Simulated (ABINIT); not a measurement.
An input for ABINIT 10.8.3 (BAs (F-43m)):

```
acell 3*1.0 Angstrom
rprim 
  -0.000000000000 2.388500000000 2.388500000000
  2.388500000000 -0.000000000000 2.388500000000
  2.388500000000 2.388500000000 -0.000000000000
ntypat 2
znucl 5 33
natom 2
typat 1 2
xred 
  0.000000000000 0.000000000000 0.000000000000
  0.250000000000 0.250000000000 0.250000000000
pp_dirpath "pseudos"
pseudos "B.upf, As.upf"
ecut 44
ngkpt 4 4 4
nshiftk 1
shiftk 0 0 0
kptopt 1
chksymbreak 0
istwfk *1
occopt 1
irdwfk 1
optdriver 4
nband 33
gwcalctyp 28
ecutsigx 44
symsigma 0
nkptgw 8
kptgw 
  0.0000000000 0.0000000000 0.0000000000
  0.2500000000 0.0000000000 0.0000000000
  0.5000000000 0.0000000000 0.0000000000
  0.2500000000 0.2500000000 0.0000000000
  0.5000000000 0.2500000000 0.0000000000
  -0.2500000000 0.2500000000 0.0000000000
  0.5000000000 0.5000000000 0.0000000000
  -0.2500000000 0.5000000000 0.2500000000
bdgw 
  11 23
  11 23
  11 23
  11 23
  11 23
  11 23
  11 23
  11 23
ecuteps 4
irdscr 1
ppmodel 1
rhoqpmix 0.3
indata_prefix "in"
outdata_prefix "out"
tmpdata_prefix "tmp"
```

```sh
OMP_NUM_THREADS=1 mpirun -n 4 abinit run.abi > log
```

**Question.** Estimate wall time and host memory on 4 MPI ranks of Intel Xeon Platinum 8488C (Sapphire Rapids), shared host.

It took 40 s; on shared hardware allow 20 s to 80 s. Peak host memory was 0.96 GiB.

[Paths, hosts, dates, memory and timing lines, banners, echoed tables and standing remarks are left out of the program output.]

[Logs are printed without paths, hosts, clocks, repeated set-up lines and the standing remarks that a program may print on its own settings, such as how far it seeks lower states.]

[Runs of the session that timed out or met a known fault of the program may be left out.]

[Hosts, paths, dates, database ids (printed as entryN), source tags and the programs' standing remarks are cut or masked in the printed files.]

[G0W0 gaps are taken among the corrected bands and points alone; a level outside them can change the order at an edge.]

[Where Ansatz stands beside ABINIT at settings called matched, ABINIT's density can come from a denser mesh and the files from another edition; pairs whose starting gaps differed by over 0.03 eV were left out, so agreement reads better than it is.]
